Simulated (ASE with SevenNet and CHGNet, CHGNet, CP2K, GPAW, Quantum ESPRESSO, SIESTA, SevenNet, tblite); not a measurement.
## Machine-learned potentials on Sn(100)/C(100) interface (94 atoms): settings against a plane-wave reference

Wanted: machine-learned potentials inputs and outputs for Sn(100)/C(100) interface (94 atoms), checked against a plane-wave reference.

Program: ASE with SevenNet and CHGNet. Level of theory: the method is named at each step. Results are calculated unless marked as measured.

## 1. Set-up

The cell holds 94 atoms: 16 Sn and 78 C. Cell: a = 9.094 Å, b = 9.094 Å, c = 23.441 Å, α = 90.0°, β = 90.0°, γ = 90.0°. Diamond-structure Sn(100), 2 repeat layers, 4 surface cells, strained -0.90 and -0.90 %; diamond-structure C(100), 3 layers, 13 cells, -0.00 and -0.00 %; outer planes 2.08 Å apart, 12 Å of vacuum above; not relaxed, displaced by a Gaussian of 0.02 Å. Then every atom was moved at random, 0.03 Å r.m.s. a Cartesian component. Regions: Sn, 16 atoms (16 Sn); C, 78 atoms (78 C). Vacuum lies along c.

The yardstick, on the same geometry:

- method: Kohn-Sham DFT, PBE, SSSP efficiency 1.3.0 pseudopotentials, plane waves (Quantum ESPRESSO 7.5); sssp-pbe-1.3.0-efficiency, cutoffs 45/360 Ry, Γ point
- r.m.s. force component: 1.493 eV/Å
- longest force: 5.663 eV/Å
- time: 8.7 min on 4 MPI ranks of Arm Neoverse V2, shared host
- CPU time: 35 min

## 2. SevenNet 0 potential

Method: machine-learned interatomic potential SevenNet 0, trained on PBE(+U) plane-wave data.

Contents of run.py:

```python
import numpy as np
from ase.io import read
import mlip  # loads the published weights by name

atoms = read("structure.xyz")
atoms.calc = mlip.calc("7net-0")
energy = atoms.get_potential_energy()
forces = atoms.get_forces()
print(f"energy {energy:.6f} eV")
print("forces (eV/A)")
for i, (a, f) in enumerate(zip(atoms, forces)):
    print(f"{i:4d} {a.symbol:2s} {f[0]:10.5f} {f[1]:10.5f} {f[2]:10.5f}")
```

Contents of structure.xyz:

```xyz
94
Lattice="9.09410 0.00000 0.00000 0.00000 9.09410 0.00000 0.00000 0.00000 23.44054" Properties=species:S:1:pos:R:3 pbc="T T T"
Sn 0.03556 9.05054 6.03477
Sn 2.31945 0.04329 7.57036
Sn 2.26052 2.33282 9.26159
Sn 0.05757 2.28980 10.88461
Sn 0.00546 4.51877 5.93796
Sn 2.26461 4.52923 7.66295
Sn 2.31090 6.83603 9.31035
Sn 0.02610 6.84204 10.92939
Sn 4.58879 0.04165 6.01906
Sn 6.84104 9.08373 7.64748
Sn 6.88360 2.27671 9.34012
Sn 4.65054 2.30608 10.90571
Sn 4.48667 4.57615 5.98906
Sn 6.87296 4.52650 7.52230
Sn 6.83585 6.79748 9.28316
Sn 4.58352 6.83513 10.93782
C 7.19016 8.02300 13.00176
C 4.40527 7.68188 13.92673
C 5.35906 8.43978 14.73238
C 6.17153 7.36513 15.64539
C 5.05032 6.65415 16.61981
C 6.47218 0.02428 17.44023
C 5.15172 6.63951 13.00950
C 2.25697 6.24274 13.78890
C 3.28152 7.03847 14.76098
C 3.98558 5.95927 15.61679
C 2.99360 5.30322 16.63059
C 4.36644 7.69343 17.43226
C 7.86240 2.41448 12.94129
C 5.09261 2.08710 13.90657
C 6.13106 2.75606 14.79942
C 6.83021 1.78781 15.64492
C 5.79649 1.02218 16.50026
C 7.12823 3.50114 17.43742
C 5.74101 1.07392 12.97035
C 2.92939 0.72598 13.86039
C 3.98112 1.46806 14.81747
C 4.68383 0.39432 15.71712
C 3.66756 8.75680 16.54574
C 5.09615 2.07527 17.46320
C 3.71421 8.76589 12.95254
C 0.88349 8.41095 13.80742
C 1.97278 9.06491 14.69628
C 2.60755 8.02209 15.66133
C 1.60256 7.39459 16.56730
C 2.97213 0.66651 17.42335
C 1.57155 7.31966 12.99919
C 7.88759 7.00964 13.83250
C 8.92004 7.66514 14.75043
C 0.48790 6.70808 15.63718
C 8.62912 5.92708 16.59496
C 0.89095 8.41150 17.52016
C 8.62257 5.96036 12.92324
C 5.78721 5.59233 13.91266
C 6.81475 6.29257 14.80575
C 7.51027 5.22201 15.65101
[... 34 atom lines left out ...]
C 8.19588 4.23594 14.78325
C 8.92431 3.12482 15.63789
C 7.87613 2.44577 16.57832
C 0.17606 4.89490 17.37835
```

Started as:

```console
$ OMP_NUM_THREADS=1 python run.py > output.txt
```

Log:

```text
energy -701.999817 eV
forces (eV/A)
   0 Sn   -0.23529   -0.04734   -0.71469
   1 Sn   -0.03251   -0.08097    0.50857
   2 Sn    0.52256   -0.64101    0.06829
   3 Sn   -0.24605    0.06048    3.15751
   4 Sn    0.42533    0.02441   -0.58575
   5 Sn   -0.16070    0.52628   -0.35216
   6 Sn   -0.11627    0.08352   -0.40837
   7 Sn    0.29065    0.21940    2.11296
   8 Sn    0.14008    0.01470   -0.76950
   9 Sn    0.10635    0.14793    0.09776
  10 Sn    0.13305    0.15086   -0.79737
  11 Sn   -0.55219   -0.14495    2.41004
  12 Sn    0.24168    0.02256   -0.48484
  13 Sn   -0.44567   -0.10578    0.35844
  14 Sn    0.04513   -0.13687   -0.44131
  15 Sn   -0.10315    0.08199    1.53939
  16 C    -1.36466    1.67688    0.11556
  17 C    -1.47569    0.79693   -2.04191
  18 C     1.34156   -0.97787    2.57157
  19 C    -2.58169    0.64343    0.74575
  20 C     0.34596    0.72583   -2.29364
  21 C     0.80689   -1.04812   -0.81598
  22 C    -0.30078    0.77680    0.79055
  23 C     0.06804    0.54006    1.32043
[...]
86 C     0.35129    0.07330   -1.79791
  87 C    -1.30602    2.04998    0.02840
  88 C    -0.01904    0.17370   -0.54018
  89 C     0.60170   -0.25375   -0.86860
  90 C     1.73241   -3.43886   -1.44809
  91 C    -0.26134    0.19496    0.98184
  92 C    -0.32560    0.34028   -1.05022
  93 C     0.84653   -0.37472    1.50838
```

The job ended after 9 s (1 thread of Arm Neoverse V2, shared host; peak memory 1.1 GiB).

Banners, paths, timers and routine set-up lines are dropped from the logs unmarked, and long logs keep their key lines alone; longer cuts are marked.

Numbers from this run, and their distance from the reference:

| Quantity | Value |
| --- | --- |
| r.m.s. force component | 1.318 eV/Å |
| r.m.s. difference of force components | 947.7 meV/Å |
| longest difference of force vectors | 3008 meV/Å |
| force difference over r.m.s. force | 63.48 % |
| slope of forces against the reference's | 0.688 |
| correlation of force components | 0.7795 |

Length of the force difference by element (eV/Å):

| element | atoms | mean | most |
| --- | --- | --- | --- |
| C | 78 | 1.7 | 3.0 |
| Sn | 16 | 0.45 | 0.86 |

Local excerpt of 9 atoms (numbers count through the whole input) about C80, which bears the longest force; x, y, z are measured from there.

| atom | x | y | z | distance (Å) | bonds | Fx | Fy | Fz (eV/Å) |
| --- | --- | --- | --- | --- | --- | --- | --- | --- |
| C80 | 0.00 | 0.00 | 0.00 | 0.00 | 4 | -2.45 | 4.60 | 2.67 |
| C49 | 0.63 | -1.03 | -0.83 | 1.46 | 4 | 0.36 | 0.60 | -2.63 |
| C81 | -1.10 | -0.63 | 0.89 | 1.55 | 4 | 1.09 | 0.39 | 1.24 |
| C75 | 1.02 | 0.80 | 0.89 | 1.57 | 4 | 0.06 | -1.50 | 0.72 |
| C79 | -0.79 | 1.12 | -0.88 | 1.63 | 4 | 1.25 | -0.65 | 1.87 |
| C50 | 1.30 | -1.98 | 0.06 | 2.37 | 4 | 2.45 | -2.70 | 2.52 |
| C48 | -0.40 | -1.68 | -1.75 | 2.46 | 4 | -0.07 | -1.79 | 0.43 |
| C42 | 1.69 | -0.28 | -1.77 | 2.47 | 4 | 0.52 | -0.33 | 1.06 |
| C20 | -2.11 | -1.33 | 0.07 | 2.50 | 4 | -2.58 | 0.64 | 0.75 |

Atoms are counted from 1 here, from 0 in the log.

Forces lie 63 % from the reference's, at 0.0038 times its CPU time (on 1 against 4 cores).

The difference per atom is largest on C (1.7 eV/Å on average, against 0.45 on Sn).

## 3. CHGNet 0.3.0 potential

Method: machine-learned interatomic potential CHGNet 0.3.0, trained on PBE(+U) plane-wave data.

Changes to run.py since step 2:

```diff
@@ -5,3 +5,3 @@
 atoms = read("structure.xyz")
-atoms.calc = mlip.calc("7net-0")
+atoms.calc = mlip.calc("chgnet-0.3.0")
 energy = atoms.get_potential_energy()
```

structure.xyz is that of step 2.

Log:

```text
CHGNet v0.3.0 initialized with 412,525 parameters
CHGNet will run on cpu
energy -693.581665 eV
forces (eV/A)
   0 Sn   -0.29096   -0.03441   -0.51928
   1 Sn   -0.02527   -0.12414    0.61132
   2 Sn    0.96800   -0.81488    0.43393
   3 Sn   -0.67357    0.10878    2.65298
   4 Sn    0.54011   -0.00558   -0.49360
   5 Sn   -0.24940    0.78273   -0.53988
   6 Sn   -0.17773    0.16285   -0.23861
   7 Sn    0.06326   -0.17956    1.71316
   8 Sn    0.19835    0.02570   -0.62608
   9 Sn    0.12368    0.15323    0.08870
  10 Sn    0.14820    0.20612   -0.77524
  11 Sn   -0.95490    0.27903    1.66118
  12 Sn    0.22504    0.00883   -0.30026
  13 Sn   -0.51045   -0.10265    0.48347
  14 Sn    0.00921   -0.27901   -0.05035
  15 Sn    0.19189   -0.14086    1.76665
  16 C    -1.09475    1.26625    1.73420
  17 C    -1.48237    0.47779   -3.82284
  18 C     1.24676   -0.48796    3.16294
  19 C    -2.13067    0.03199   -0.19836
  20 C     0.40271    0.55464   -0.93937
  21 C     0.46385   -0.85889   -2.04957
  22 C    -0.15467    1.23286    1.54799
  23 C    -0.24081    0.89596    0.22513
[...]
86 C     0.24333    0.06322   -0.06238
  87 C    -1.16856    1.76432   -1.35971
  88 C     0.17049    0.52434    1.23149
  89 C     0.78126   -0.78017   -1.83951
  90 C     0.60181   -2.01318   -0.30998
  91 C    -0.26883    0.24583    0.32102
  92 C    -0.12972    0.46189    0.80634
  93 C     0.92400   -0.09521    0.01248
```

Elapsed: 6.1 s, on 1 thread; peak memory 3.4 GiB.

Against the reference:

```
r.m.s. force component                  : 1.226 eV/Å
r.m.s. difference of force components   : 408 meV/Å
longest difference of force vectors     : 1506 meV/Å
force difference over r.m.s. force      : 27.33 %
slope of forces against the reference's : 0.8001
correlation of force components         : 0.9739
```

Against the first run (63 %), the force difference from the reference is 27 %, at 0.71 times the CPU time.

## 4. CHGNet r2SCAN potential

Method: machine-learned interatomic potential CHGNet r2SCAN, trained on r2SCAN plane-wave data.

Changes to run.py since step 3:

```diff
@@ -5,3 +5,3 @@
 atoms = read("structure.xyz")
-atoms.calc = mlip.calc("chgnet-0.3.0")
+atoms.calc = mlip.calc("chgnet-r2scan")
 energy = atoms.get_potential_energy()
```

structure.xyz is that of step 3.

Log:

```text
CHGNet vr2scan initialized with 412,525 parameters
CHGNet will run on cpu
energy -1088.866943 eV
forces (eV/A)
   0 Sn   -0.18177   -0.01904   -0.27465
   1 Sn   -0.02360   -0.09932    0.17811
   2 Sn    0.60477   -0.37369    0.20498
   3 Sn   -0.48530    0.02422    2.46959
   4 Sn    0.33445   -0.01027   -0.15724
   5 Sn   -0.18134    0.36932   -0.52469
   6 Sn   -0.09202    0.11004   -0.18089
   7 Sn    0.14443   -0.25105    2.03953
   8 Sn    0.14051    0.01581   -0.32726
   9 Sn    0.06917    0.04657   -0.12654
  10 Sn    0.09498    0.15717   -0.35395
  11 Sn   -0.65053    0.32280    1.49016
  12 Sn    0.21427    0.00430   -0.07133
  13 Sn   -0.35608   -0.02865    0.00259
  14 Sn   -0.16173   -0.18714   -0.05331
  15 Sn    0.19972   -0.14324    1.88235
  16 C    -1.03677    1.23255    1.81920
  17 C    -1.44772    0.76422   -4.06118
  18 C     1.37579   -0.64161    3.39383
  19 C    -2.21292    0.18291   -0.15396
  20 C     0.51381    0.63711   -0.73168
  21 C     0.40966   -0.69460   -2.24445
  22 C    -0.35056    1.05410    1.64202
  23 C    -0.10211    0.86417    0.13260
[...]
86 C     0.24715    0.28032    0.54550
  87 C    -0.82733    2.00345   -1.32752
  88 C     0.32343    0.26999    1.46028
  89 C     0.73396   -0.76429   -1.99579
  90 C     0.68440   -2.07438   -0.39878
  91 C    -0.35787    0.15545    0.50886
  92 C    -0.15547    0.29175    0.92072
  93 C     0.97523   -0.56501   -0.61106
```

Run time: 5.4 s. Hardware: 1 thread; peak memory 3.5 GiB.

Against the reference:

| Item | Value |
| --- | --- |
| r.m.s. force component | 1.292 eV/Å |
| r.m.s. difference of force components | 390.9 meV/Å |
| longest difference of force vectors | 1428 meV/Å |
| force difference over r.m.s. force | 26.18 % |
| slope of forces against the reference's | 0.84 |
| correlation of force components | 0.9709 |

Against the first run (63 %), the force difference from the reference is 26 %, at 0.68 times the CPU time; this potential was trained at another functional than the reference's, which explains only part of so large a difference.

## 5. Side by side

Differences are against the plane-wave reference, forces as r.m.s. over components; share is that over the reference's r.m.s. force, slope the least-squares factor from reference forces to these. Total energies of different programs have different zeros and aren't compared.

| run | Δ force, r.m.s. (meV/Å) | share (%) | slope | cores | CPU time | memory (GiB) |
| --- | --- | --- | --- | --- | --- | --- |
| reference | - | - | - | 4 | 35 min | 4.3 |
| SevenNet 0 potential | 948 | 63.5 | 0.688 | 1 | 8 s | 1.1 |
| CHGNet 0.3.0 potential | 408 | 27.3 | 0.800 | 1 | 5.7 s | 3.4 |
| CHGNet r2SCAN potential | 391 | 26.2 | 0.840 | 1 | 5.4 s | 3.5 |

Times of the machine-learned potentials are mostly Python's start and the loading of weights.

CPU time is summed over cores on a shared host, where runs went side by side, so it is rough. Symmetry, cutoffs, thresholds, outputs and thread counts weren't matched or tuned between programs; memory under MPI is the largest rank's times the ranks.

A second geometry, displaced anew (every atom was moved at random, 0.08 Å r.m.s. a Cartesian component), gives an energy difference that all programs can be tested on. The reference puts it at 227.9 meV/atom.

| run | energy less the first geometry's (meV/atom) | error (meV/atom) | force share at the second geometry (%) |
| --- | --- | --- | --- |
| SevenNet 0 potential | 224.7 | -3.18 | 28.4 |
| CHGNet 0.3.0 potential | 183.5 | -44.4 | 20.8 |
| CHGNet r2SCAN potential | 196.7 | -31.2 | 19.1 |

## 6. Results

* nearest in forces: CHGNet r2SCAN potential, 26 %
* its CPU time: 5.4 s

Machine-learned potentials differ by 26 % (CHGNet r2SCAN potential) to 63 % (SevenNet 0 potential); they were trained on other programs' data, some at another functional. Among those trained on PBE data the slope goes as low as 0.69, with a correlation of 0.78, so directions differ as well as sizes. The energy difference between the two geometries, 228 meV/atom in the reference, is met best by SevenNet 0 potential (-3.18) and worst by CHGNet 0.3.0 potential (-44.4). Machine-learned potentials mimic data converged in k, so the reference's own k-point error enters their differences. The host structure and its lattice constant were typed by rule, without a check against the phase diagram. The electronic-structure runs sample only Γ, in a cell whose shortest periodic width is 9 Å, which is coarse for a cell with partly filled levels.

[Also dropped from logs without a mark: logging warnings of Python, and SIESTA's first energy breakdown and zero terms.]

[Logs are printed without paths, hosts, clocks, repeated set-up lines and the standing remarks that a program may print on its own settings, such as how far it seeks lower states.]

[Hosts, paths, dates, database ids (printed as entryN), source tags and the programs' standing remarks are cut or masked in the printed files.]
